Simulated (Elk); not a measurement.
# Fe: which magnetic order is lowest, part 2 of 2

Does Fe prefer parallel or opposed moments, or none?

Elk 11.2.3 (patched build); PBE; all-electron APW+lo, Dirac cores, scalar-relativistic bands.

So far, largest spin moment in the muffin-tin sphere (μB): step 2 (run 1 (ferro +)) 2.30.

The database entry behind the starting cell differs from later determinations by our own check (an axis about 0.7 % long against later determinations), so it need not match the best structure at ambient conditions.

### Step 3. Order 2, typed as antiferro q=(0,0,1/2) +-

Another pattern of signs weighs the neighbour shells otherwise.

This order needs a doubled cell of 2 atoms. Its mesh is chosen so that both cells sample the same points.

The input, elk.in:

```
tasks
  0

xctype
  20

rgkmax
  7.0

nempty
  12

swidth
  0.001837

reducebf
  0.5

epsengy
  1e-05

maxscl
  100

lmaxi
  3

spinpol
  .true.

sppath
  './'

avec
  -2.72687479783 2.72687479783 2.72687479783
  2.72687479783 -2.72687479783 2.72687479783
  5.45374959567 5.45374959567 -5.45374959567

atoms
  1
  'Fe.in'
  2
  0.0000000000 0.0000000000 0.0000000000   0.000000 0.000000 -0.140000
  0.0000000000 0.0000000000 0.5000000000   0.000000 0.000000 0.140000

ngridk
  14 14 7
```

Run with:

```bash
$ OMP_NUM_THREADS=2 elk
```

Numbers of over 12 decimals in the logs are rounded to 6 here.

What it wrote:

```text
┌─────────────────────────┐
│ Elk code version 11.2.3 │
└─────────────────────────┘

All units are atomic (Hartree, Bohr, etc.)

┌─────────────────────────────────────────────────┐
│ Ground-state run starting from atomic densities │
└─────────────────────────────────────────────────┘

Lattice vectors :
  -2.726874798       2.726874798       2.726874798
   2.726874798      -2.726874798       2.726874798
   5.453749596       5.453749596      -5.453749596

Species : 1 (Fe)
 parameters loaded from : Fe.in
 name : iron
 nuclear charge    :   -26.00000000
 electronic charge :    26.00000000
 atomic mass :    101799.2075
 muffin-tin radius :    2.336542848
 number of radial points in muffin-tin :    993
 inner part over the whole radius :   0.9974870244E-02
 number on inner part of muffin-tin    :    700
 approximate nuclear radius :   0.7160107270E-04
 number of mesh points to nuclear radius :    332
 atomic positions (lattice), magnetic fields (Cartesian) :
  1 :   0.00000000  0.00000000  0.00000000    0.00000000  0.00000000 -0.14000000
  2 :   0.00000000  0.00000000  0.50000000    0.00000000  0.00000000  0.14000000

Total number of atoms per unit cell :    2
Total muffin-tin volume :    106.8660737
 ratio of muffin-tin to unit cell volume :   0.6588010343

Spin treatment :
 spin-polarised
 global magnetic field (Cartesian) :    0.000000000       0.000000000       0.000000000
 collinear magnetisation in z-direction

Number of Bravais lattice symmetries :    8
Number of crystal symmetries         :   16
Crystal has inversion symmetry
Real symmetric eigensolver will be used

k-point grid :     14    14     7
k-point offset :    0.000000000       0.000000000       0.000000000
k-point set is reduced with full crystal symmetry group
Total number of k-points :      228

Muffin-tin radius times maximum |G+k| :    7.000000000
 using average radius
Maximum |G+k| for APW functions       :    2.995879150
Maximum (1/2)|G+k|²                   :    4.487645939
Maximum |G| for potential and density :    12.00000000
Constant for pseudocharge density :    7
 order of it for each species :   14
 order of it for pair densities of each species (exact exchange by exxq0 0: 14) :   10
Radial integration step length :    1

G-vector grid sizes :     20    20    40
Number of G-vectors :     4689

Maximum angular momentum used for
 APW functions            :    8
 outer part of muffin-tin :    6
 inner part of muffin-tin :    3

Number of empty states         :     24
Total number of valence states :     82
Total number of core states    :     20

Third-order local-orbitals added for an l without core states : T
Total number of local-orbitals :     46

Exchange-correlation functional :     20     0     0
 Perdew-Burke-Ernzerhof, Phys. Rev. Lett. 77, 3865 (1996)
 gradient requirement :    1
 generalised gradient approximation (GGA)

Smearing type :    3
 Fermi-Dirac
Smearing width :   0.1837000000E-02
Effective electronic temperature (K) :    580.0787206

Mixing type :    3
 Broyden mixing, J. Phys. A: Math. Gen. 17, L317 (1984)

Kohn-Sham potential initialised from atomic data

┌──────────────────────────────┐
│ Self-consistent loop started │
└──────────────────────────────┘

┌─────────────────┐
│ Loop number : 1 │
└─────────────────┘

Energies :
 Fermi                       :     0.218545
 sum of occupied eigenvalues :     -1478.0260105842
 electron kinetic            :      2576.1301835899
 core electron kinetic       :      2299.5329670977
 Coulomb                     :     -5010.4414761635
 Coulomb potential           :     -3910.6625238033
 nuclear-nuclear             :     -451.08814926314
 electron-nuclear            :     -5225.9141394582
 Hartree                     :      666.56081255786
 Madelung                    :     -3055.1102142618
 xc potential                :     -143.24837020516
 xc effective B-field        :    -0.230125
 external B-field            :      0.000000
 exchange                    :     -109.10481417269
 correlation                 :     -2.413097
 electron entropic           :    -0.77502086107766E-03
 total energy                :     -2545.8299785800
 (external B-field energy excluded from total)

Density of states at Fermi energy :    69.44517396
 (states/Hartree/unit cell)

Estimated indirect band gap :   0.6719998715E-04
 from k-point 22 to k-point 218
Estimated direct band gap   :   0.5110955078E-02
 at k-point 133

Charges :
 core                        :    20.00000000
 valence                     :    32.00000000
 interstitial                :    2.247374553
 muffin-tins (core leakage)
  species : 1 (Fe)
   atom 1                    :    24.87631272     ( -0.2242659658E-06)
   atom 2                    :    24.87631272     ( -0.2242659658E-06)
 total in muffin-tins        :    49.75262545
 total calculated charge     :    52.00050353
 total charge                :    52.00000000
 error                       :   0.5035289828E-03

Moments :
 interstitial                :   0.6922645036E-17
 muffin-tins
  species : 1 (Fe)
   atom 1                    :    2.406974121
   atom 2                    :   -2.406974121
 total in muffin-tins        :   0.8881784197E-15
 total moment                :   0.8951010647E-15

[... earlier loops left out ...]

┌──────────────────┐
│ Loop number : 20 │
└──────────────────┘

Energies :
 Fermi                       :     0.306282
 sum of occupied eigenvalues :     -1473.8353457845
 electron kinetic            :      2579.9858120636
 core electron kinetic       :      2299.5030573750
 Coulomb                     :     -5013.7324620483
 Coulomb potential           :     -3908.6560623078
 nuclear-nuclear             :     -451.08814926314
 electron-nuclear            :     -5234.5711938324
 Hartree                     :      671.92688104728
 Madelung                    :     -3059.4044308944
 xc potential                :     -144.97506331446
 xc effective B-field        :    -0.190032
 external B-field            :      0.000000
 exchange                    :     -109.42151619684
 correlation                 :     -2.414290
 electron entropic           :    -0.99590634319806E-03
 total energy                :     -2545.5834517052
 (external B-field energy excluded from total)

Density of states at Fermi energy :    91.26107012
 (states/Hartree/unit cell)

Estimated indirect band gap :   0.5219337692E-04
 from k-point 223 to k-point 31
Estimated direct band gap   :   0.2020228004E-02
 at k-point 96

Charges :
 core                        :    20.00000000
 valence                     :    32.00000000
 interstitial                :    2.095779730
 muffin-tins (core leakage)
  species : 1 (Fe)
   atom 1                    :    24.95211013     ( -0.2242657455E-06)
   atom 2                    :    24.95211013     ( -0.2242657455E-06)
 total in muffin-tins        :    49.90422027
 total calculated charge     :    52.00047466
 total charge                :    52.00000000
 error                       :   0.4746573194E-03

Moments :
 interstitial                :  -0.5635377005E-17
 muffin-tins
  species : 1 (Fe)
   atom 1                    :    2.141313497
   atom 2                    :   -2.141313497
 total in muffin-tins        :   0.4440892099E-15
 total moment                :   0.4384538328E-15

┌──────────────────────────────┐
│ Self-consistent loop stopped │
└──────────────────────────────┘

Wrote STATE.OUT
```

Run time: 2.5 min. Hardware: 2 threads of AMD EPYC 9R45, shared host; peak memory 0.2 GiB.

This step gave:

```yaml
density_of_states_at_the_fermi_level: 3.354 states/eV/cell
moment_between_the_spheres: 0 μB
magnetization: 0 μB
final_state: antiferromagnetic
largest_moment: 2.141 μB
```

It lies 214 meV a seeded atom over the first start, and its largest moment is 2.14 μB against 2.30 μB.

### Step 4. Start 3: antiferro q=(1/2,1/2,1/2) +-

Another pattern of signs weighs the neighbour shells otherwise.

The cell is doubled to 2 atoms to hold this order. Its mesh is chosen so that both cells sample the same points.

The input, elk.in:

```
tasks
  0

xctype
  20

rgkmax
  7.0

nempty
  12

swidth
  0.001837

reducebf
  0.5

epsengy
  1e-05

maxscl
  100

lmaxi
  3

spinpol
  .true.

sppath
  './'

avec
  -5.45374959567 5.45374959567 5.45374959567
  0.00000000000 0.00000000000 5.45374959567
  0.00000000000 5.45374959567 0.00000000000

atoms
  1
  'Fe.in'
  2
  0.0000000000 0.0000000000 0.0000000000   0.000000 0.000000 -0.140000
  0.5000000000 0.0000000000 0.0000000000   0.000000 0.000000 0.140000

ngridk
  7 14 14
```

Run with:

```bash
$ OMP_NUM_THREADS=2 elk
```

What it wrote:

```text
┌─────────────────────────┐
│ Elk code version 11.2.3 │
└─────────────────────────┘

All units are atomic (Hartree, Bohr, etc.)

┌─────────────────────────────────────────────────┐
│ Ground-state run starting from atomic densities │
└─────────────────────────────────────────────────┘

Lattice vectors :
  -5.453749596       5.453749596       5.453749596
   0.000000000       0.000000000       5.453749596
   0.000000000       5.453749596       0.000000000

Species : 1 (Fe)
 muffin-tin radius :    2.336542848
[...]
atom 2                    :    24.95826439     ( -0.2242659285E-06)
 total in muffin-tins        :    49.91652878
 total calculated charge     :    52.00020103
 total charge                :    52.00000000
 error                       :   0.2010299307E-03

Moments :
 interstitial                :  -0.1094212830E-18
 muffin-tins
  species : 1 (Fe)
   atom 1                    :    1.820173179
   atom 2                    :   -1.820173179
 total in muffin-tins        :   0.4440892099E-15
 total moment                :   0.4439797886E-15

┌──────────────────────────────┐
│ Self-consistent loop stopped │
└──────────────────────────────┘

Wrote STATE.OUT

[key lines of the parts left out:]
total energy                :     -2545.5658293474
```

Wall time 44 s (2 threads); peak memory 0.17 GiB; 85 s of CPU time.

Spin moment in the muffin-tin sphere by atom:

| atom | spin moment in the muffin-tin sphere (μB) |
| --- | --- |
| Fe1 | 1.82 |
| Fe2 | -1.82 |

Read from the output:

```yaml
density_of_states_at_the_fermi_level: 5.420 states/eV/cell
moment_between_the_spheres: 0 μB
magnetization: 0 μB
final_state: antiferromagnetic
```

It lies 453 meV a seeded atom over the first start, and its largest moment is 1.82 μB against 2.30 μB.

### Step 5. Run 4 (no spin polarisation)

A run without seeds gives the energy of the state without moments.

The input, elk.in:

```
tasks
  0

xctype
  20

rgkmax
  7.0

nempty
  12

swidth
  0.001837

epsengy
  1e-05

maxscl
  100

lmaxi
  3

sppath
  './'

avec
  -2.72687479783 2.72687479783 2.72687479783
  2.72687479783 -2.72687479783 2.72687479783
  2.72687479783 2.72687479783 -2.72687479783

atoms
  1
  'Fe.in'
  1
  0.0000000000 0.0000000000 0.0000000000   0.000000 0.000000 0.000000

ngridk
  14 14 14
```

Run with:

```bash
$ OMP_NUM_THREADS=2 elk
```

What it wrote:

```text
┌─────────────────────────┐
│ Elk code version 11.2.3 │
└─────────────────────────┘

All units are atomic (Hartree, Bohr, etc.)

┌─────────────────────────────────────────────────┐
│ Ground-state run starting from atomic densities │
└─────────────────────────────────────────────────┘

Lattice vectors :
  -2.726874798       2.726874798       2.726874798
   2.726874798      -2.726874798       2.726874798
   2.726874798       2.726874798      -2.726874798

Species : 1 (Fe)
 muffin-tin radius :    2.336542848
[...]
Estimated direct band gap   :   0.2729976686E-02
 at k-point 5

Charges :
 core                        :    10.00000000
 valence                     :    16.00000000
 interstitial                :    1.044664814
 muffin-tins (core leakage)
  species : 1 (Fe)
   atom 1                    :    24.95533519     ( -0.2242661061E-06)
 total in muffin-tins        :    24.95533519
 total calculated charge     :    26.00020864
 total charge                :    26.00000000
 error                       :   0.2086381211E-03

┌──────────────────────────────┐
│ Self-consistent loop stopped │
└──────────────────────────────┘

Wrote STATE.OUT

[key lines of the parts left out:]
total energy                :     -1272.7783707297
```

It took 3.1 s on 2 threads; peak memory 0.05 GiB; 5.2 s of CPU time.

Read from the output:

```yaml
density_of_states_at_the_fermi_level: 3.854 states/eV/cell
final_state: non-magnetic (no spin polarisation)
```

It lies 577 meV a seeded atom over the first start.

### Step 6. Energies of the orders

These are free energies at a smearing of 0.05 eV, so its entropy term is in the differences. They are divided by the number of seeded atoms, so that cells of unlike size compare. Wavevectors q in the names are fractions of the reciprocal vectors of the first run's cell.

Orders:

| start | final state | typed order kept | energy over the lowest (meV a seeded atom) | largest sphere moment (μB) | net moment (μB a primitive cell) | DOS at the Fermi level (states/eV a primitive cell) | mesh matched | CPU time (s) |
| --- | --- | --- | --- | --- | --- | --- | --- | --- |
| ferro + | ferromagnetic | yes | 0 | 2.304 | 2.258 | 0.9382 | yes | 30.28 |
| antiferro q=(0,0,1/2) +- | antiferromagnetic | yes | 213.6 | 2.141 | 0 | 1.677 | yes | 296 |
| antiferro q=(1/2,1/2,1/2) +- | antiferromagnetic | yes | 453.3 | 1.82 | 0 | 2.71 | yes | 85.4 |
| no spin polarisation | non-magnetic | - | 577 | 0 | 0 | 3.854 | yes | 5.19 |

### Step 7. Outcome

| Property | Result |
| --- | --- |
| lowest state found | ferromagnetic (typed ferro +) |
| largest site moment | 2.30 μB |
| next state | antiferromagnetic, 214 meV a seeded atom higher |
| energy gained by spin polarisation | 577 meV a seeded atom |

**Reading.** The lowest state found is ferromagnetic, reached from the start ferro +, with moments up to 2.30 μB. The next state costs 214 meV a seeded atom. Only 4 starts are shown; other collinear patterns, canted and longer-period orders are not.

[Logs and program files are shortened in this print: banners, set-up blocks, solver, clock and traceback lines can be left out without a mark of their own.]

[Logs are printed without paths, hosts, clocks, repeated set-up lines and the standing remarks that a program may print on its own settings, such as how far it seeks lower states.]

[Hosts, paths, dates, database ids (printed as entryN), source tags and the programs' standing remarks are cut or masked in the printed files.]

[Where a cell is said to come from a database of computed structures, the database is the Materials Project.]
